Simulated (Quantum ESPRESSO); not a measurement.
# LiGdSe2: which magnetic order is lowest, part 2 of 2

Aim: find out which collinear order of LiGdSe2 costs least.

Quantum ESPRESSO 7.5; BLYP with U = 3.6 eV on Gd f (atomic projectors); plane waves with SSSP 1.3 efficiency PBE potentials, no spin-orbit coupling.

So far, absolute magnetization (μB): step 2 (run 1, typed as ferro +) 7.15.

## (3) Run 2, typed as antiferro q=(0,0,1/2) +−

This order needs a doubled cell of 8 atoms. The wavevector q is in fractions of the reciprocal vectors of the crystal's primitive cell, as the cells of these inputs are built from it; moments change sign between cells as cos(2π q·R).

Input file pw.in:

```
&CONTROL
  calculation = 'scf'
  prefix = 'pwscf'
  outdir = './tmp'
  pseudo_dir = './pseudo'
  disk_io = 'nowf'
  tprnfor = .true.
  tstress = .true.
/
&SYSTEM
  ibrav = 0
  celldm(1) = 8
  nat = 8
  ntyp = 4
  ecutwfc = 50
  ecutrho = 400
  nbnd = 45
  input_dft = 'blyp'
  occupations = 'smearing'
  smearing = 'fd'
  degauss = 0.00734986
  nspin = 2
  starting_magnetization(1) = 0
  starting_magnetization(2) = 0.3889
  starting_magnetization(3) = -0.3889
  starting_magnetization(4) = 0
/
&ELECTRONS
  conv_thr = 8d-07
  electron_maxstep = 150
  mixing_beta = 0.5
  mixing_ndim = 12
/
ATOMIC_SPECIES
Li      6.9400 li_pbe_v1.4.uspp.F.UPF
Gd1   157.2500 Gd.paw.z_18.atompaw.wentzcovitch.v1.2.upf
Gd2   157.2500 Gd.paw.z_18.atompaw.wentzcovitch.v1.2.upf
Se     78.9710 Se_pbe_v1.uspp.F.UPF
CELL_PARAMETERS alat
   0.4846533974646    0.2798147694887    1.5266138646805
  -0.4846533974646    0.2798147694887    1.5266138646805
   0.0000000000000   -1.1192590779548    3.0532277293611
ATOMIC_POSITIONS crystal
Li      0.5000000000    0.5000000000    0.2500000000
Li      0.5000000000    0.5000000000    0.7500000000
Gd1     0.0000000000    0.0000000000    0.0000000000
Gd2     0.0000000000    0.0000000000    0.5000000000
Se      0.7516470200    0.7516470200    0.3758235100
Se      0.7516470200    0.7516470200    0.8758235100
Se      0.2483529800    0.2483529800    0.1241764900
Se      0.2483529800    0.2483529800    0.6241764900
K_POINTS automatic
6 6 3 0 0 0
HUBBARD {atomic}
U Gd1-4f 3.6000
U Gd2-4f 3.6000
```

Run with:

```sh
OMP_NUM_THREADS=1 mpirun -n 4 pw.x -nk 4 -in pw.in > pw.out
```

Output:

```text
[banner, memory and clock lines left out]
Program PWSCF v.7.5 starts

     file Gd.paw.z_18.atompaw.wentzcovitch.v1.2.upf: wavefunction(s)  6S 0P 5D 0D 4F 0F renormalized
     file Gd.paw.z_18.atompaw.wentzcovitch.v1.2.upf: wavefunction(s)  6S 0P 5D 0D 4F 0F renormalized

     IMPORTANT: XC functional enforced from input :
     Exchange-correlation= BLYP
                           (   1   3   1   3   0   0   0)
     Any further DFT definition will be discarded
     Please, verify this is what you really want

     Message from routine setup:
     using ibrav=0 with symmetry is DISCOURAGED, use correct ibrav instead

     bravais-lattice index     =            0
     lattice parameter (alat)  =       8.0000  a.u.
     unit-cell volume          =    1271.9859 (a.u.)^3
     number of atoms/cell      =            8
     number of atomic types    =            4
     number of electrons       =        66.00
     number of Kohn-Sham states=           45
     kinetic-energy cutoff     =      50.0000  Ry
     charge density cutoff     =     400.0000  Ry
     scf convergence threshold =      8.0E-07
     mixing beta               =       0.5000
     number of iterations used =           12  plain     mixing
     Exchange-correlation= BLYP
                           (   1   3   1   3   0   0   0)
     Hubbard projectors: atomic
     Hubbard parameters of DFT+U (Dudarev formulation) in eV:
     U(Gd1-4f) =  3.6000
     U(Gd2-4f) =  3.6000

     Internal variables: lda_plus_u =T, lda_plus_u_kind = 0

     Internal variables: orbital_resolved =F, hub_pot_fix =F, apply_U = F

     celldm(1)=   8.000000  celldm(2)=   0.000000  celldm(3)=   0.000000
     celldm(4)=   0.000000  celldm(5)=   0.000000  celldm(6)=   0.000000

     crystal axes: (cart. coord. in units of alat)
               a(1) = (   0.484653   0.279815   1.526614 )
               a(2) = (  -0.484653   0.279815   1.526614 )
               a(3) = (   0.000000  -1.119259   3.053228 )

     reciprocal axes: (cart. coord. in units 2 pi/alat)
               b(1) = (  1.031665  0.595632  0.218348 )
               b(2) = ( -1.031665  0.595632  0.218348 )
               b(3) = ( -0.000000 -0.595632  0.109174 )

     PseudoPot. # 1 for Li read from file:
     li_pbe_v1.4.uspp.F.UPF
     Pseudo is Ultrasoft, Zval =  3.0

     PseudoPot. # 2 for Gd read from file:
     Gd.paw.z_18.atompaw.wentzcovitch.v1.2.upf
     Pseudo is Projector augmented-wave + core cor, Zval = 18.0

     PseudoPot. # 3 for Gd read from file:
     Gd.paw.z_18.atompaw.wentzcovitch.v1.2.upf
     Pseudo is Projector augmented-wave + core cor, Zval = 18.0

     PseudoPot. # 4 for Se read from file:
     Se_pbe_v1.uspp.F.UPF
     Pseudo is Ultrasoft + core correction, Zval =  6.0

     atomic species   valence    mass     pseudopotential
     Li                3.00     6.94000     Li( 1.00)
     Gd1              18.00   157.25000     Gd( 1.00)
     Gd2              18.00   157.25000     Gd( 1.00)
     Se                6.00    78.97100     Se( 1.00)

     Starting magnetic structure
     atomic species   magnetization
     Li              0.000
     Gd1             0.389
     Gd2            -0.389
     Se              0.000

      4 Sym. Ops., with inversion, found

   Cartesian axes

     site n.     atom                  positions (alat units)
         1        Li     tau(   1) = (   0.0000000   0.0000000   2.2899208  )
         2        Li     tau(   2) = (   0.0000000  -0.5596295   3.8165347  )
         3        Gd1    tau(   3) = (   0.0000000   0.0000000   0.0000000  )
         4        Gd2    tau(   4) = (   0.0000000  -0.5596295   1.5266139  )
         5        Se     tau(   5) = (   0.0000000  -0.0000000   3.4424243  )
         6        Se     tau(   6) = (   0.0000000  -0.5596295   4.9690382  )
         7        Se     tau(   7) = (   0.0000000   0.0000000   1.1374173  )
         8        Se     tau(   8) = (   0.0000000  -0.5596295   2.6640312  )

     number of k points=    34  Fermi-Dirac smearing, width (Ry)=  0.0073
                       cart. coord. in units 2pi/alat
        k(    1) = (   0.0000000   0.0000000   0.0000000), wk =   0.0092593
        k(    2) = (  -0.0000000  -0.1985440   0.0363914), wk =   0.0185185
        k(    3) = (  -0.1719442   0.0992720   0.0363914), wk =   0.0370370
        k(    4) = (  -0.1719442  -0.0992720   0.0727827), wk =   0.0370370
        k(    5) = (  -0.1719442   0.2978161  -0.0000000), wk =   0.0370370
        [... 29 further k-points ...]

     Dense  grid:   171931 G-vectors     FFT dimensions: (  90,  90, 180)

     Smooth grid:    60791 G-vectors     FFT dimensions: (  60,  60, 120)

     Generating pointlists ...
     new r_m :   0.2777 (alat units)  2.2214 (a.u.) for type    1
     new r_m :   0.2812 (alat units)  2.2495 (a.u.) for type    2
     new r_m :   0.2812 (alat units)  2.2495 (a.u.) for type    3
     new r_m :   0.2777 (alat units)  2.2214 (a.u.) for type    4

     Initial potential from superposition of free atoms

     starting charge      65.0879, renormalised to      66.0000

     STARTING HUBBARD OCCUPATIONS:

     =================== HUBBARD OCCUPATIONS ===================
     ------------------------ ATOM    3 ------------------------
     Tr[ns(  3)] (up, down, total) =   7.00000  0.00000  7.00000
     Atomic magnetic moment for atom   3 =   7.00000
     [... lines left out ...]
     ------------------------ ATOM    4 ------------------------
     Tr[ns(  4)] (up, down, total) =   0.00000  7.00000  7.00000
     Atomic magnetic moment for atom   4 =  -7.00000
     [... lines left out ...]
     Number of occupied Hubbard levels =   14.0000

     Atomic wfc used for Hubbard projectors are NOT orthogonalized

     Starting wfcs are   90 randomized atomic wfcs
     Checking if some PAW data can be deallocated...

     Self-consistent Calculation

     iteration #  1     ecut=    50.00 Ry     beta= 0.50
     Davidson diagonalization with overlap
     ethr =  1.00E-02,  avg # of iterations =  2.0

     =================== HUBBARD OCCUPATIONS ===================
     ------------------------ ATOM    3 ------------------------
     Tr[ns(  3)] (up, down, total) =   7.00228  0.02973  7.03200
     Atomic magnetic moment for atom   3 =   6.97255
     [... lines left out ...]
     ------------------------ ATOM    4 ------------------------
     Tr[ns(  4)] (up, down, total) =   0.02902  7.00130  7.03032
     Atomic magnetic moment for atom   4 =  -6.97228
     [... lines left out ...]
     Number of occupied Hubbard levels =   14.0623

     total energy              =   -1574.44640153 Ry
     estimated scf accuracy    <       1.64153310 Ry

     total magnetization       =     0.00 Bohr mag/cell
     absolute magnetization    =    14.38 Bohr mag/cell

     iteration #  2     ecut=    50.00 Ry     beta= 0.50
     Davidson diagonalization with overlap
     ethr =  2.49E-03,  avg # of iterations =  3.4

     total energy              =   -1571.25359412 Ry
     estimated scf accuracy    <      18.84377736 Ry

     total magnetization       =     0.73 Bohr mag/cell
     absolute magnetization    =     8.25 Bohr mag/cell

     [... further iterations left out ...]

     iteration # 15     ecut=    50.00 Ry     beta= 0.50
     Davidson diagonalization with overlap
     ethr =  1.81E-08,  avg # of iterations =  3.4

     total energy              =   -1575.09538310 Ry
     estimated scf accuracy    <       0.00000174 Ry

     total magnetization       =     0.00 Bohr mag/cell
     absolute magnetization    =    14.24 Bohr mag/cell

     iteration # 16     ecut=    50.00 Ry     beta= 0.50
     Davidson diagonalization with overlap
     ethr =  2.63E-09,  avg # of iterations =  8.4

     Magnetic moment per site  (integrated on atomic sphere of radius R)
     atom   1 (R=0.278)  charge=  2.3576  magn= -0.0000
     atom   2 (R=0.278)  charge=  2.3576  magn= -0.0000
     atom   3 (R=0.281)  charge= 15.2893  magn=  6.9804
     atom   4 (R=0.281)  charge= 15.2895  magn= -6.9804
     atom   5 (R=0.278)  charge=  4.7499  magn=  0.0091
     atom   6 (R=0.278)  charge=  4.7499  magn= -0.0091
     atom   7 (R=0.278)  charge=  4.7499  magn= -0.0091
     atom   8 (R=0.278)  charge=  4.7499  magn=  0.0091

     End of self-consistent calculation

     =================== HUBBARD OCCUPATIONS ===================
     ------------------------ ATOM    3 ------------------------
     Tr[ns(  3)] (up, down, total) =   7.01082  0.07412  7.08494
     Atomic magnetic moment for atom   3 =   6.93670
     [... lines left out ...]
     ------------------------ ATOM    4 ------------------------
     Tr[ns(  4)] (up, down, total) =   0.07419  7.01082  7.08501
     Atomic magnetic moment for atom   4 =  -6.93663
     [... lines left out ...]
     Number of occupied Hubbard levels =   14.1699

     [... lines left out ...]
     the Fermi energy is     8.0869 ev

!    total energy              =   -1575.09538474 Ry
     estimated scf accuracy    <       0.00000011 Ry
     smearing contrib. (-TS)   =      -0.00000490 Ry
     internal energy E=F+TS    =   -1575.09537985 Ry

     The total energy is F=E-TS. E is the sum of the following terms:
     one-electron contribution =    -318.27245089 Ry
     hartree contribution      =     189.34669210 Ry
     xc contribution           =    -172.42703932 Ry
     ewald contribution        =    -338.90299437 Ry
     Hubbard energy            =       0.01644507 Ry
     one-center paw contrib.   =    -934.85603244 Ry

     total magnetization       =    -0.00 Bohr mag/cell
     absolute magnetization    =    14.24 Bohr mag/cell

     convergence has been achieved in  16 iterations

     Forces acting on atoms (cartesian axes, Ry/au):

     atom    1 type  1   force =     0.00000000   -0.00000079   -0.00000007
     atom    2 type  1   force =    -0.00000000    0.00000079    0.00000007
     atom    3 type  2   force =     0.00000000    0.00000000    0.00000000
     atom    4 type  3   force =     0.00000000    0.00000000    0.00000000
     atom    5 type  4   force =     0.00000000    0.00003679    0.00924679
     atom    6 type  4   force =    -0.00000000    0.00006207    0.00925351
     atom    7 type  4   force =    -0.00000000   -0.00006207   -0.00925351
     atom    8 type  4   force =    -0.00000000   -0.00003679   -0.00924679

     Total force =     0.018501     Total SCF correction =     0.000266

     Computing stress (Cartesian axis) and pressure

          total   stress  (Ry/bohr**3)                   (kbar)     P=       40.13
   0.00027203  -0.00000000   0.00000000           40.02       -0.00        0.00
  -0.00000000   0.00027279   0.00000045           -0.00       40.13        0.07
  -0.00000000   0.00000045   0.00027363           -0.00        0.07       40.25
```

Run time: 7 min. Hardware: 4 MPI ranks of Intel Xeon Platinum 8488C (Sapphire Rapids), shared host; peak memory 3.2 GiB.

Spin moment in the atom's sphere by atom:

```csv
atom,spin moment in the atom's sphere (μB)
Li1,0.00
Li2,0.00
Gd3,6.98
Gd4,-6.98
Se5,0.01
Se6,-0.01
Se7,-0.01
Se8,0.01
```

This step gave:

```yaml
smearing_term_ts: 6.66e-5 eV
pressure: 4.013 GPa
magnetization: 0 μB
absolute_magnetization: 14.24 μB
final_state: antiferromagnetic
```

## (4) Run 3, typed as no spin polarisation

Input file pw.in:

```
&CONTROL
  calculation = 'scf'
  prefix = 'pwscf'
  outdir = './tmp'
  pseudo_dir = './pseudo'
  disk_io = 'nowf'
  tprnfor = .true.
  tstress = .true.
/
&SYSTEM
  ibrav = 0
  celldm(1) = 8
  nat = 4
  ntyp = 3
  ecutwfc = 50
  ecutrho = 400
  nbnd = 25
  input_dft = 'blyp'
  occupations = 'smearing'
  smearing = 'fd'
  degauss = 0.00734986
/
&ELECTRONS
  conv_thr = 4d-07
  electron_maxstep = 150
  mixing_beta = 0.5
  mixing_ndim = 12
/
ATOMIC_SPECIES
Li      6.9400 li_pbe_v1.4.uspp.F.UPF
Gd    157.2500 Gd.paw.z_18.atompaw.wentzcovitch.v1.2.upf
Se     78.9710 Se_pbe_v1.uspp.F.UPF
CELL_PARAMETERS alat
   0.4846533974646    0.2798147694887    1.5266138646805
  -0.4846533974646    0.2798147694887    1.5266138646805
   0.0000000000000   -0.5596295389774    1.5266138646805
ATOMIC_POSITIONS crystal
Li      0.5000000000    0.5000000000    0.5000000000
Gd      0.0000000000    0.0000000000    0.0000000000
Se      0.7516470200    0.7516470200    0.7516470200
Se      0.2483529800    0.2483529800    0.2483529800
K_POINTS automatic
6 6 6 0 0 0
HUBBARD {atomic}
U Gd-4f 3.6000
```

Output:

```text
     [... lines left out ...]
Program PWSCF v.7.5 starts
     [... lines left out ...]
     number of atoms/cell      =            4
     [... lines left out ...]
     number of electrons       =        33.00
     number of Kohn-Sham states=           25
     kinetic-energy cutoff     =      50.0000  Ry
     charge density cutoff     =     400.0000  Ry
     scf convergence threshold =      4.0E-07
     [... lines left out ...]
     12 Sym. Ops., with inversion, found
     [... lines left out ...]
     number of k points=    32  Fermi-Dirac smearing, width (Ry)=  0.0073
     [... lines left out ...]
     iteration # 23     ecut=    50.00 Ry     beta= 0.50
     [... lines left out ...]
     Tr[ns(  2)] =   7.56881
     [... lines left out ...]
     the Fermi energy is     7.4288 ev
!    total energy              =    -786.57286666 Ry
     estimated scf accuracy    <       0.00000001 Ry
     smearing contrib. (-TS)   =      -0.06166115 Ry
     [... lines left out ...]
     convergence has been achieved in  23 iterations
     [... lines left out ...]
     Total force =     0.004831     Total SCF correction =     0.000016
     [... lines left out ...]
          total   stress  (Ry/bohr**3)                   (kbar)     P=       26.18
     [... lines left out ...]
```

It took 75 s on 4 MPI ranks; peak memory 1.4 GiB; 5 min of CPU time.

Read from the output:

* smearing term TS: 0.8389 eV
* pressure: 2.618 GPa
* final state: non-magnetic (no spin polarisation)

## (5) Ranking

An order is kept where moments of 0.15 μB or more survive with the typed signs; meshes match where a doubled cell samples the same k points as the first cell.

Orders:

```csv
start,final state,typed order kept,energy over the lowest (meV a seeded atom),largest site moment (μB),net moment (μB a cell of the first run),mesh matched,CPU time (s)
ferro +,ferromagnetic,yes,0.5923,6.982,7,yes,349.9
"antiferro q=(0,0,1/2) +-",antiferromagnetic,yes,0,6.98,0,yes,1671
no spin polarisation,non-magnetic,-,13263,0,0,yes,299.3
```

## (6) Occupations of the corrected shells in the lowest state

Occupations of the Hubbard shells:

```csv
block,type,shell,spin,electrons,occupation numbers
3,Gd1,4f,up,7.011,1.001 1.001 1.001 1.002 1.002 1.002 1.002
3,Gd1,4f,down,0.0741,0.000 0.006 0.006 0.006 0.017 0.017 0.022
4,Gd2,4f,up,0.0742,0.000 0.006 0.006 0.006 0.017 0.017 0.022
4,Gd2,4f,down,7.011,1.001 1.001 1.001 1.002 1.002 1.002 1.002
```

## (7) Outcome

```yaml
lowest_state_found: antiferromagnetic (from antiferro q=(0,0,1/2) +-)
largest_site_moment: 6.98 μB
next_state_with_moments: ferromagnetic, 0.592 meV a seeded atom higher
state_without_moments_under_the_same_u: 13263 meV a seeded atom higher
```

The two lowest states lie so close that the mesh, the smearing, the functional or spin–orbit coupling could swap them. Under a U the spinless run pays the Hubbard penalty of a partly filled shell, so its energy overstates what forming the moments gains. Only these 3 starts were compared; other wavevectors, canted and longer-period orders were not. The 4f shell is half filled, so the spin-only picture is fair. The pseudopotentials were made with another functional, an inconsistency that can move energies. Energies are free energies at an electronic temperature of 1160 K, which lowers moments and differences where the moments are itinerant. In another run degenerate orbitals of a corrected shell are partly filled, so under the U its energy may be too high.

[Logs and program files are shortened in this print: banners, set-up blocks, solver, clock and traceback lines can be left out without a mark of their own.]

[Logs are printed without paths, hosts, clocks, repeated set-up lines and the standing remarks that a program may print on its own settings, such as how far it seeks lower states.]

[Hosts, paths, dates, database ids (printed as entryN), source tags and the programs' standing remarks are cut or masked in the printed files.]

[Where a cell is said to come from a database of computed structures, the database is the Materials Project.]
